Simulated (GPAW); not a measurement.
# zinc-blende (ZnS)₁₋ₓ(ZnSe)ₓ at x = 0.75: the Zn K absorption edge, part 3 of 3

Aim: the Zn K edge in zinc-blende (ZnS)₁₋ₓ(ZnSe)ₓ at x = 0.75, one member of a composition series.

GPAW 26.7.0; X-ray absorption from dipole matrix elements to empty bands, plane-wave PAW PBE.

So far. Step 5 (Spectrum with XCH, Zn atom 3): Main maxima below 28 eV (height): 5.0 eV (2.05), 8.8 eV (1.02) and 12.6 eV (1.15). A K edge sees empty p states on the absorber. Step 5 (Spectrum with XCH, Zn atom 3): The total-energy difference is 9692.58 eV. One term is added: -30.96 eV, since the hole is spin-paired here and a spin-polarised one costs that much less in the free atom (computed apart). The photon energy is then 9661.62 eV. The tabulated edge of the element is 9659 eV.

## (7) Spectrum with XCH, S atom 16

The holes are 7.9 Å apart. The excited electron is kept in the cell, where it fills the lowest empty states and screens the hole. After the field has converged, empty bands are computed with the density fixed and the dipole matrix elements are summed.

The absorber has 2 Zn at 2.36 Å, 1 Zn at 2.37 Å and 1 Zn at 2.38 Å (tetrahedral).

xas.py

```python
import numpy as np
from ase import Atoms
from ase.parallel import parprint, paropen
from gpaw import GPAW, PW, FermiDirac, Mixer, MixerDif, setup_paths
from gpaw.test import gen
setup_paths.insert(0, '.')
gen('S', name='fch1s', xcname='PBE', corehole=(1, 0, 1), write_xml=True)
from gpaw.mpi import world
world.barrier()

atoms = Atoms('ZnSeZnSeZnSeZnSZnSeZnSeZnSeZnS',
    cell=[[0, 5.6035, 5.6035],
     [5.6035, 0, 5.6035],
     [5.6035, 5.6035, 0]],
    scaled_positions=[[0.9998259, 0.9981446, 0.0008577],
     [0.1221077, 0.1271927, 0.125485],
     [0.0045363, 0.9890986, 0.5041],
     [0.1239062, 0.1266676, 0.6248852],
     [0.0028144, 0.5057291, 0.9876115],
     [0.1250822, 0.6225123, 0.1269381],
     [0.9893246, 0.507885, 0.5076303],
     [0.1244491, 0.6247263, 0.6237006],
     [0.4983683, 0.001838, 0.9986315],
     [0.6238165, 0.1258642, 0.1254597],
     [0.5022684, 0.9884493, 0.5040194],
     [0.625824, 0.1245163, 0.6231139],
     [0.5037498, 0.5043001, 0.9890213],
     [0.6245471, 0.6257053, 0.1248421],
     [0.4922415, 0.5048666, 0.5057777],
     [0.6224752, 0.6240395, 0.6246416]],
    pbc=True)
atoms.calc = calc = GPAW(legacy_gpaw=True, mode=PW(400, force_complex_dtype=True), xc='PBE', setups={15: 'fch1s'},
    kpts={'size': (3, 3, 3), 'gamma': True}, occupations=FermiDirac(0.04),
    charge=-1, mixer=Mixer(0.1, 5, 50), maxiter=150,
    convergence={'density': 0.0001, 'eigenstates': 1e-6}, txt='scf.txt')
energy = atoms.get_potential_energy() + calc.get_reference_energy()
ef = calc.get_fermi_level()
out = dict(energy=energy, fermi=ef, forces=atoms.get_forces().tolist())
parprint(f'all-electron energy {energy:.4f} eV, Fermi level {ef:.4f} eV')
ev = np.array([[calc.get_eigenvalues(k, s) for k in range(len(calc.get_ibz_k_points()))] for s in range(calc.get_number_of_spins())])
out['homo'], out['lumo'], out['counts'] = ev[ev < ef].max(), ev[ev > ef].min(), sorted(set((ev < ef).sum((0, 2)).tolist()))
out['filled'] = (ev[:, 0] < ef).sum(1).tolist()

from ase.units import Ha
from gpaw.xas import dipole_matrix_elements
nb = int(calc.get_number_of_electrons() / 2) + 180
top, nb = nb, nb + 8 + nb // 12
nscf = calc.fixed_density(kpts={'size': (4, 4, 4), 'gamma': True}, nbands=nb,
    convergence={'bands': top, 'eigenstates': 5e-3}, maxiter=60, txt='nscf.txt')
cell = atoms.cell.array
ops = [cell.T @ U.T @ np.linalg.inv(cell.T) for U in nscf.wfs.kd.symmetry.op_scc]
filled = [72]  # bands filled in the ground state, by spin
E = np.arange(-6, 30, 0.1)
fwhm = np.interp(E, [4, 25], [0.9, 3.5])
Y, X, zero, highest = 0, 0, 1e9, 1e9
for spin in range(nscf.get_number_of_spins()):
    wfs = nscf.wfs
    mine = wfs.bd.get_slice()  # this rank's bands
    A = dipole_matrix_elements(wfs.setups[15])
    eps = np.zeros((wfs.kd.nibzkpts, nb))
    d = np.zeros((3, A.shape[1], wfs.kd.nibzkpts, nb), complex)
    for kpt in wfs.kpt_u:
        if kpt.s == spin and 15 in kpt.P_ani:
            eps[kpt.k, mine] = kpt.eps_n * Ha
            d[:, :, kpt.k, mine] = (kpt.weight * wfs.nspins / 2) ** 0.5 * np.inner(A, kpt.P_ani[15])
    world.sum(eps)
    world.sum(d)
    T = np.einsum('amkn,bmkn->abkn', d, d.conj()).real
    T = sum(np.einsum('ai,ijkn,bj->abkn', R, T, R) for R in ops) / len(ops)
    empty = np.ones_like(eps, bool) & (np.arange(nb) >= filled[spin])
    zero, highest = min(zero, eps[empty].min()), min(highest, eps[:, top - 1].min())
    lines = [(eps, T, empty)] if spin == 0 else lines + [(eps, T, empty)]
for eps, T, empty in lines:
    f = np.einsum('aakn->akn', T).reshape(3, -1)
    x = eps.ravel() - zero
    w = np.interp(x, E, fwhm) / 2.35482
    g = np.exp(-0.5 * ((E[:, None] - x) / w) ** 2) / (w * (2 * np.pi) ** 0.5)
    Y = Y + (f * empty.ravel()) @ g.T
    X = X + (f * ~empty.ravel()) @ g.T
out.update(E=E.round(2).tolist(), xas=Y.tolist(), xes=X.tolist(), zero=zero, valid=highest - zero, nk=len(eps), nb=nb)
for i in range(0, len(E), 10):
    parprint(f'{E[i]:7.2f}', *(f'{v:10.3e}' for v in Y[:, i]))
import json
with paropen('out.json', 'w') as f:
    json.dump(out, f)
```

Started as:

```console
$ OMP_NUM_THREADS=1 mpirun -n 4 gpaw python xas.py
```

Numbers of over 12 decimals in the logs are rounded to 6 here.

Output:

```text
Input parameters:
  charge: -1
  convergence: {density: 0.0001,
                eigenstates: 1e-06}
  kpts: {gamma: True,
         size: (3, 3, 3)}
  maxiter: 150
  mixer: {backend: pulay,
          beta: 0.1,
          method: separate,
          nmaxold: 5,
          weight: 50}
  mode: {ecut: 400.0,
         force_complex_dtype: True,
         name: pw}
  occupations: {fixmagmom: False,
[...]
*p    :     0.281008
*d    :     0.000000
--------------------------------

Diagonalizing with gridspacing h=0.050

state   all-electron     PAW
-------------------------------
3s:      -1.143740    -1.144551
3p:      -0.718992    -0.719674
*d:                   -0.150764
*f:                   -0.016520
-------------------------------
all-electron energy -806792.5956 eV, Fermi level 6.4000 eV
[...]
28.00  2.378e-06  2.453e-06  2.453e-06
  29.00  2.049e-06  2.125e-06  2.126e-06
[key lines of the parts left out:]
Converged after 14 iterations.
Dipole moment: (-22.225584, -24.706066, -24.788456) |e|*Ang
Free energy:    -59.702864
Fermi level: 6.39995
```

The job ended after 8.8 min (4 MPI ranks of Arm Neoverse V1, shared host; peak memory 0.84 GiB; 35 min of CPU time).

The S K spectrum, S atom 16, excited-electron core hole (neutral cell) (energy from the bottom of the conduction band, which holds the excited electron; intensity scaled to a mean of 1 over the first 20 eV):

| E (eV) | isotropic | ε ∥ x | ε ∥ y |
| --- | --- | --- | --- |
| -2.0 | 0.00 | 0.00 | 0.00 |
| -1.0 | 0.00 | 0.00 | 0.00 |
| 0.0 | 0.01 | 0.01 | 0.01 |
| 1.0 | 0.41 | 0.40 | 0.41 |
| 2.0 | 1.51 | 1.44 | 1.54 |
| 3.0 | 1.88 | 1.79 | 1.93 |
| 4.0 | 1.56 | 1.53 | 1.58 |
| 5.0 | 1.10 | 1.09 | 1.10 |
| 6.0 | 1.53 | 1.44 | 1.58 |
| 7.0 | 1.59 | 1.74 | 1.52 |
| 8.0 | 0.91 | 0.93 | 0.90 |
| 9.0 | 0.94 | 0.94 | 0.94 |
| 10.0 | 0.63 | 0.64 | 0.63 |
| 11.0 | 0.48 | 0.47 | 0.49 |
| 12.0 | 0.67 | 0.64 | 0.68 |
| 13.0 | 0.91 | 0.87 | 0.93 |
| 14.0 | 1.05 | 1.03 | 1.06 |
| 15.0 | 0.96 | 0.94 | 0.97 |
| 16.0 | 0.87 | 0.83 | 0.88 |
| 17.0 | 0.85 | 0.85 | 0.85 |
| 18.0 | 0.84 | 0.86 | 0.83 |
| 19.0 | 0.84 | 0.88 | 0.82 |
| 20.0 | 0.86 | 0.90 | 0.84 |
| 21.0 | 0.88 | 0.92 | 0.87 |
| 22.0 | 0.87 | 0.89 | 0.86 |
| 23.0 | 0.82 | 0.83 | 0.81 |
| 24.0 | 0.81 | 0.82 | 0.81 |
| 25.0 | 0.90 | 0.90 | 0.90 |
| 26.0 | 1.02 | 1.00 | 1.02 |
| 27.0 | 1.05 | 1.04 | 1.06 |
| 28.0 | 0.97 | 0.95 | 0.98 |

Main maxima below 24 eV (height): 3.0 eV (1.88), 4.2 eV (1.65), 6.6 eV (1.72), 9.0 eV (0.94), 14.1 eV (1.05) and 21.2 eV (0.89). 

The total-energy difference is 2484.33 eV. One term is added: -16.94 eV, since the hole is spin-paired here and a spin-polarised one costs that much less in the free atom (computed apart). The photon energy is then 2467.39 eV. The functional leaves an error of a few eV in such absolute values.

## (8) Outcome

```yaml
absorber_and_edge: Zn K, atom 3 of the ground-state input (counted from 1)
surroundings: 1 S at 2.36 Å and 3 Se at 2.45 Å (distorted tetrahedral)
highest_intensity_below_24_ev: 5.0 eV above the zero, height 2.05
photon_energy_of_the_zero_with_the_added_terms: 9661.6 eV (raw 9692.6 eV; uncertain by a few eV)
```

The Zn K edge of atom 3, with 1 S at 2.36 Å and 3 Se at 2.45 Å (distorted tetrahedral), has its highest intensity of the first 24 eV at 5.0 eV above the zero, near 9667 eV in photon energy (uncertain by a few eV), 2.1 times the mean level of the first 20 eV (Gaussian full width 1.67 eV up to 4 eV, rising linearly to 3.5 eV at 25 eV). The script folds with a Gaussian, whereas the core hole's own line is a Lorentzian, so the onset is too steep and the first peak too high.

[Banner, clock and machine lines of the logs are left out without a mark of their own.]

[Logs are printed without paths, hosts, clocks, repeated set-up lines and the standing remarks that a program may print on its own settings, such as how far it seeks lower states.]

[Hosts, paths, dates, database ids (printed as entryN), source tags and the programs' standing remarks are cut or masked in the printed files.]

[Lists of maxima count a maximum above −3 eV only where it reaches 4 % of the highest in the window and stands out from its surroundings by 2 % of it (1.5 % where it reaches 55 %); shoulders and weaker maxima are passed over, and of the rest the first, up to two pre-edge ones and the few strongest are named.]
